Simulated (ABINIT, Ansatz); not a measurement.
# SiTe2 (P-3m1): from the cell to the phonon bands, part 2 of 4

How does SiTe2 (P-3m1) vibrate, and is this structure a minimum?

ABINIT 10.8.3; DFT LDA, scalar-relativistic, plane waves, HGH norm-conserving pseudopotentials.

So far. Step 2 (Relaxing the cell and atoms): The volume changes by +0.2 % from the cell with which this run began.

## Step 4: Linear response at Γ

At q = 0 one unit cell holds all displacements. The response is solved for single atoms along the cell's directions, and symmetry skips those that follow from others. The crystal is treated as a metal, which screens a static field, so no field response is asked.

Input file dfpt_gamma.abi:

```

# common to the responses
getwfk_filepath "gso_WFK"
kptopt 2
nqpt 1
qpt 0.0 0.0 0.0
asr 0
chneut 0

# displacements
rfphon 1
rfatpol 1 3
rfdir 1 1 1
tolvrs 1.0d-10
prtwf 0

# basis, mesh and filling
ecut 20.0
ixc 7
ngkpt 9 9 1
nshiftk 1
shiftk 0.0 0.0 0.0
istwfk *1
occopt 7
tsmear 0.01
nband 14
nstep 100
diemac 1000000.0
prtebands 0
prtgsr 0
useylm 1

# cell and atoms
acell 7.028037792 7.028037792 30.80253583
rprim 
    1.0 0.0 0.0
    -0.5 0.8660254038 0.0
    0.0 0.0 1.0
ntypat 2
znucl 14 52
natom 3
typat 1 2 2
xred 
    0.0 0.0 0.5
    1/3 2/3 0.5986474246
    2/3 1/3 0.4013525754
pp_dirpath "./pseudo"
pseudos "Si.hgh, Te.hgh"
```

On the command line:

```sh
$ OMP_NUM_THREADS=1 mpirun -n 4 abinit dfpt_gamma.abi > dfpt_gamma.log
```

Numbers of over 12 decimals in the logs are rounded to 6 here.

dfpt_gamma.abo, the main output file:

```text
[banners, grids, parts of the stress and lines that vanish by symmetry left out]
- input  file    -> dfpt_gamma.abi
- output file    -> dfpt_gamma.abo
- root for input  files -> dfpt_gammai
- root for output files -> dfpt_gammao

 Symmetries : space group P-3 m 1 (#164); Bravais hP (primitive hexag.)
================================================================================
 Values of the parameters that define the memory need of the present run (RF).
     intxc =       0      iscf =       7    lmnmax =      14     lnmax =       6
     mgfft =     128  mpssoang =       3    mqgrid =    6202     natom =       3
  nloc_mem =       1    nspden =       1   nspinor =       1    nsppol =       1
      nsym =      12    n1xccc =       0    ntypat =       2    occopt =       7
   xclevel =       1
-    mband =          14        mffmem =           1         mkmem =          11
-   mkqmem =          11        mk1mem =          11           mpw =        5661
      nfft =      115200          nkpt =          41
- my_mband =          14
================================================================================
================================================================================

--------------------------------------------------------------------------------
------------- Echo of variables that govern the present computation ------------
--------------------------------------------------------------------------------
-
- outvars: echo of selected default values
-   iomode0 =  0 , fftalg0 =312 , wfoptalg0 =  0
-
- outvars: echo of global parameters not present in the input file
-  max_nthreads =    1
-
 -outvars: echo values of preprocessed input variables
 [... echo left out ...]
================================================================================

 chkinp: Checking input parameters for consistency.

[...]
== DATASET  1 ==================================================================
-   mpi_nproc: 4, omp_nthreads: 1 (-1 if OMP is not activated)

--- !DatasetInfo
iteration_state: {dtset: 1, }
dimensions: {natom: 3, nkpt: 41, mband: 14, nsppol: 1, nspinor: 1, nspden: 1, mpw: 5661, }
cutoff_energies: {ecut:  20.0, pawecutdg:  -1.0, }
electrons: {nelect:   1.60000000E+01, charge:   0.00000000E+00, occopt:   7.00000000E+00, tsmear:   1.00000000E-02, }
meta: {optdriver: 1, rfphon: 1, }
...

 mkfilename: getwfk from: gso_WFK

 Exchange-correlation functional for the present dataset will be:
  LDA: Perdew-Wang 92 LSD fit to Ceperley-Alder data - ixc=7
 Citation for XC functional:
  J.P.Perdew and Y.Wang, PRB 45, 13244 (1992)

 Real(R)+Recip(G) space primitive vectors, cartesian coordinates (Bohr,Bohr^-1):
 R(1)=  7.0280378  0.0000000  0.0000000  G(1)=  0.1422872  0.0821496  0.0000000
 R(2)= -3.5140189  6.0864593  0.0000000  G(2)=  0.0000000  0.1642991  0.0000000
 R(3)=  0.0000000  0.0000000 30.8025358  G(3)=  0.0000000  0.0000000  0.0324649
 Unit cell volume ucvol=  1.3176051E+03 bohr^3
 Angles (23,13,12)=  9.00000000E+01  9.00000000E+01  1.20000000E+02 degrees
 setup1 : take into account q-point for computing boxcut.

 getcut: wavevector=  0.0000  0.0000  0.0000  ngfft=  30  30 128
         ecut(hartree)=     20.000   => boxcut(ratio)=   2.06416

--- Pseudopotential description ------------------------------------------------
- pspini: atom type   1  psp file is ./pseudo/Si.hgh

- pspini: atom type   2  psp file is ./pseudo/Te.hgh

   1.21863464E+03                                ecore*ucvol(ha*bohr**3)
--------------------------------------------------------------------------------

 ==>  initialize data related to q vector <==

 The list of irreducible perturbations for this q vector is:
    1)    idir= 1    ipert=   1
    2)    idir= 3    ipert=   1
    3)    idir= 1    ipert=   2
    4)    idir= 3    ipert=   2

[...]
The perturbation idir=   2  ipert=   1 is
 symmetric of a previously calculated perturbation.
 So, its SCF calculation is not needed.

 The perturbation idir=   2  ipert=   2 is
 symmetric of a previously calculated perturbation.
 So, its SCF calculation is not needed.

 The perturbation idir=   1  ipert=   3 is
 symmetric of a previously calculated perturbation.
 So, its SCF calculation is not needed.

 The perturbation idir=   2  ipert=   3 is
 symmetric of a previously calculated perturbation.
 So, its SCF calculation is not needed.

 The perturbation idir=   3  ipert=   3 is
 symmetric of a previously calculated perturbation.
 So, its SCF calculation is not needed.

--------------------------------------------------------------------------------
 Perturbation wavevector (in red.coord.)   0.000000  0.000000  0.000000
 Perturbation : displacement of atom   1   along direction   1
 Found     2 symmetries that leave the perturbation invariant.

[...]
dfpt_looppert : total number of electrons, from k and k+q
  fully or partially occupied states are    1.600000E+01 and    1.600000E+01.
 Initialisation of the first-order wave-functions :
  ireadwf=   0

--- !BeginCycle
iteration_state: {dtset: 1, }
solver: {iscf: 7, nstep: 100, nline: 4, wfoptalg: 0, }
tolerances: {tolvrs: 1.00E-10, }
...

     iter   2DEtotal(Ha)        deltaE(Ha) residm    vres2
-ETOT  1   11.979397595400     -5.683E+01 9.530E-01 1.564E+04
 ETOT  2   2.214433     -9.765E+00 8.393E-02 3.473E+01
 ETOT  3   2.185834     -2.860E-02 4.443E-03 1.784E+00
 ETOT  4   2.185029     -8.054E-04 1.048E-04 3.300E-02
 ETOT  5   2.185015     -1.336E-05 1.486E-05 2.054E-03
[...]
At SCF step   14       vres2   =  7.17E-11 < tolvrs=  1.00E-10 =>converged.
[...]
Mean square residual over all n,k,spin=   13.001E-18; max=  16.390E-16

 Thirteen components of 2nd-order total energy (hartree) are
 1,2,3: 0th-order hamiltonian combined with 1st-order wavefunctions
     kin0=   8.11805364E+01 eigvalue=   8.19407570E+00  local=  -8.18564243E+01
 4,5,6: 1st-order hamiltonian combined with 1st and 0th-order wfs
 loc psp =   4.43668952E+01  Hartree=   1.26938800E+01     xc=  -6.33422640E+00
 note that "loc psp" includes a xc core correction that could be resolved
 7,8,9: eventually, occupation + non-local contributions
    edocc=   4.33044943E+00     enl0=   4.84187134E+01   enl1=  -1.77620904E+02
 1-9 gives the relaxation energy (to be shifted if some occ is /=2.0)
   erelax=  -6.66270042E+01
 10,11,12 Non-relaxation  contributions : frozen-wavefunctions and Ewald
 fr.local=  -4.44682160E+01 fr.nonlo=   9.55649256E+01  Ewald=   1.77153096E+01
 13,14 Frozen wf xc core corrections (1) and (2)
 frxc 1  =   0.00000000E+00  frxc 2 =   0.00000000E+00
 Resulting in :
 2DEtotal=    0.2185014921E+01 Ha. Also 2DEtotal=    0.594572849613E+02 eV
    (2DErelax=   -6.6627004239E+01 Ha. 2DEnonrelax=    6.8812019160E+01 Ha)
    (  non-var. 2DEtotal :    2.1850149258E+00 Ha)

[...]
Perturbation wavevector (in red.coord.)   0.000000  0.000000  0.000000
 Perturbation : displacement of atom   1   along direction   3
 Found     6 symmetries that leave the perturbation invariant.

[...]
dfpt_looppert : total number of electrons, from k and k+q
  fully or partially occupied states are    1.600000E+01 and    1.600000E+01.
 Initialisation of the first-order wave-functions :
  ireadwf=   0

--- !BeginCycle
iteration_state: {dtset: 1, }
solver: {iscf: 7, nstep: 100, nline: 4, wfoptalg: 0, }
tolerances: {tolvrs: 1.00E-10, }
...

     iter   2DEtotal(Ha)        deltaE(Ha) residm    vres2
-ETOT  1   33674.258175707      3.177E+04 9.258E+01 6.743E+08
[...]
At SCF step   26       vres2   =  1.84E-11 < tolvrs=  1.00E-10 =>converged.
[...]
Mean square residual over all n,k,spin=   15.818E-19; max=  72.103E-18

 Thirteen components of 2nd-order total energy (hartree) are
 1,2,3: 0th-order hamiltonian combined with 1st-order wavefunctions
     kin0=   1.60603475E+03 eigvalue=   1.65944419E+02  local=  -1.60594489E+03
 4,5,6: 1st-order hamiltonian combined with 1st and 0th-order wfs
 loc psp =  -1.25501268E+02  Hartree=   7.25800180E+02     xc=  -1.22937079E+02
 note that "loc psp" includes a xc core correction that could be resolved
 7,8,9: eventually, occupation + non-local contributions
    edocc=   1.08122734E+02     enl0=   9.35348334E+02   enl1=  -3.49923563E+03
 1-9 gives the relaxation energy (to be shifted if some occ is /=2.0)
   erelax=  -1.81236845E+03
 10,11,12 Non-relaxation  contributions : frozen-wavefunctions and Ewald
 fr.local=   3.01620799E+02 fr.nonlo=   1.84682240E+03  Ewald=  -2.46237838E+02
 13,14 Frozen wf xc core corrections (1) and (2)
 frxc 1  =   0.00000000E+00  frxc 2 =   0.00000000E+00
 Resulting in :
 2DEtotal=    0.8983691444E+02 Ha. Also 2DEtotal=    0.244458697806E+04 eV
    (2DErelax=   -1.8123684493E+03 Ha. 2DEnonrelax=    1.9022053638E+03 Ha)
    (  non-var. 2DEtotal :    8.9836914441E+01 Ha)

[...]
Perturbation wavevector (in red.coord.)   0.000000  0.000000  0.000000
 Perturbation : displacement of atom   2   along direction   1
 The set of symmetries contains only one element for this perturbation.

[...]
dfpt_looppert : total number of electrons, from k and k+q
  fully or partially occupied states are    1.600000E+01 and    1.600000E+01.
 Initialisation of the first-order wave-functions :
  ireadwf=   0

--- !BeginCycle
iteration_state: {dtset: 1, }
solver: {iscf: 7, nstep: 100, nline: 4, wfoptalg: 0, }
tolerances: {tolvrs: 1.00E-10, }
...

     iter   2DEtotal(Ha)        deltaE(Ha) residm    vres2
-ETOT  1   16.188213437985     -1.482E+02 7.762E-01 2.446E+04
[...]
At SCF step   11       vres2   =  4.57E-11 < tolvrs=  1.00E-10 =>converged.
[...]
Mean square residual over all n,k,spin=   88.234E-16; max=  10.705E-13

 Thirteen components of 2nd-order total energy (hartree) are
 1,2,3: 0th-order hamiltonian combined with 1st-order wavefunctions
     kin0=   1.44779350E+02 eigvalue=   1.64426380E+01  local=  -4.43355954E+01
 4,5,6: 1st-order hamiltonian combined with 1st and 0th-order wfs
 loc psp =  -1.82984520E+02  Hartree=   2.61356751E+01     xc=  -1.57006257E+01
 note that "loc psp" includes a xc core correction that could be resolved
 7,8,9: eventually, occupation + non-local contributions
    edocc=   9.76433998E+00     enl0=   2.59355928E+01   enl1=  -1.43058228E+02
 1-9 gives the relaxation energy (to be shifted if some occ is /=2.0)
   erelax=  -1.63021374E+02
 10,11,12 Non-relaxation  contributions : frozen-wavefunctions and Ewald
 fr.local=   8.35609335E+01 fr.nonlo=   7.12558284E+01  Ewald=   9.59644027E+00
 13,14 Frozen wf xc core corrections (1) and (2)
 frxc 1  =   0.00000000E+00  frxc 2 =   0.00000000E+00
 Resulting in :
 2DEtotal=    0.1391827879E+01 Ha. Also 2DEtotal=    0.378735660101E+02 eV
    (2DErelax=   -1.6302137425E+02 Ha. 2DEnonrelax=    1.6441320213E+02 Ha)
    (  non-var. 2DEtotal :    1.3918278500E+00 Ha)

[...]
Perturbation wavevector (in red.coord.)   0.000000  0.000000  0.000000
 Perturbation : displacement of atom   2   along direction   3
 Found     6 symmetries that leave the perturbation invariant.

--------------------------------------------------------------------------------

--------------------------------------------------------------------------------

 dfpt_looppert : total number of electrons, from k and k+q
  fully or partially occupied states are    1.600000E+01 and    1.600000E+01.
 Initialisation of the first-order wave-functions :
  ireadwf=   0

--- !BeginCycle
iteration_state: {dtset: 1, }
solver: {iscf: 7, nstep: 100, nline: 4, wfoptalg: 0, }
tolerances: {tolvrs: 1.00E-10, }
...

     iter   2DEtotal(Ha)        deltaE(Ha) residm    vres2
-ETOT  1   39256.691985400      3.476E+04 1.937E+02 7.530E+08
[...]
ETOT 39   72.400409213676     -1.910E-11 1.883E-17 2.437E-10
 ETOT 40   72.400409213672     -3.638E-12 6.421E-17 8.622E-11

 At SCF step   40       vres2   =  8.62E-11 < tolvrs=  1.00E-10 =>converged.
[...]
Mean square residual over all n,k,spin=   15.534E-19; max=  64.207E-18

 Thirteen components of 2nd-order total energy (hartree) are
 1,2,3: 0th-order hamiltonian combined with 1st-order wavefunctions
     kin0=   2.85572683E+03 eigvalue=   3.26286152E+02  local=  -8.72368369E+02
 4,5,6: 1st-order hamiltonian combined with 1st and 0th-order wfs
 loc psp =  -6.05765280E+03  Hartree=   1.72248051E+03     xc=  -3.31714863E+02
 note that "loc psp" includes a xc core correction that could be resolved
 7,8,9: eventually, occupation + non-local contributions
    edocc=   2.20680646E+02     enl0=   5.06988368E+02   enl1=  -2.79850575E+03
 1-9 gives the relaxation energy (to be shifted if some occ is /=2.0)
   erelax=  -4.42807927E+03
 10,11,12 Non-relaxation  contributions : frozen-wavefunctions and Ewald
 fr.local=   2.92475515E+03 fr.nonlo=   1.40146441E+03  Ewald=   1.74260124E+02
 13,14 Frozen wf xc core corrections (1) and (2)
 frxc 1  =   0.00000000E+00  frxc 2 =   0.00000000E+00
 Resulting in :
 2DEtotal=    0.7240040921E+02 Ha. Also 2DEtotal=    0.197011549948E+04 eV
    (2DErelax=   -4.4280792737E+03 Ha. 2DEnonrelax=    4.5004796829E+03 Ha)
    (  non-var. 2DEtotal :    7.2400408673E+01 Ha)

[...]
---- first-order wavefunction calculations are completed ----

 ==> Compute Derivative Database <==

 [... matrices left out ...]
  Phonon wavevector (reduced coordinates) :  0.00000  0.00000  0.00000
 Phonon energies in Hartree :
   9.003570E-07  9.003616E-07  2.463660E-06  3.836652E-04  3.836652E-04
   6.727441E-04  9.793624E-04  9.793624E-04  1.432820E-03
 Phonon frequencies in cm-1    :
-  1.976055E-01  1.976065E-01  5.407110E-01  8.420478E+01  8.420478E+01
-  1.476503E+02  2.149452E+02  2.149452E+02  3.144676E+02

== END DATASET(S) ==============================================================
================================================================================

 -outvars: echo values of variables after computation
            acell      7.0280377920E+00  7.0280377920E+00  3.0802535830E+01 Bohr
           etotal      7.2400409214E+01
            fcart      0.0000000000E+00  0.0000000000E+00  0.0000000000E+00
           strten      0.0000000000E+00  0.0000000000E+00  0.0000000000E+00
================================================================================
```

The job ended after 84 s (4 MPI ranks of Arm Neoverse V2, shared host).

Numbers from this step:

```
largest acoustic frequency at the zone centre before the sum rule : 0.54 cm⁻¹
highest optical zone-centre mode (no LO-TO term)                  : 314.5 cm⁻¹
lowest optical zone-centre mode                                   : 84.2 cm⁻¹
```

The acoustic modes at Γ come out as far as 0.5 cm⁻¹ from zero, where they should vanish, a small numerical error.

(Part 2 of 4 ends here.)

[Host names and launcher messages were left out of these logs when they were recorded.]

[Logs are printed without paths, hosts, clocks, repeated set-up lines and the standing remarks that a program may print on its own settings, such as how far it seeks lower states.]

[Hosts, paths, dates, database ids (printed as entryN), source tags and the programs' standing remarks are cut or masked in the printed files.]
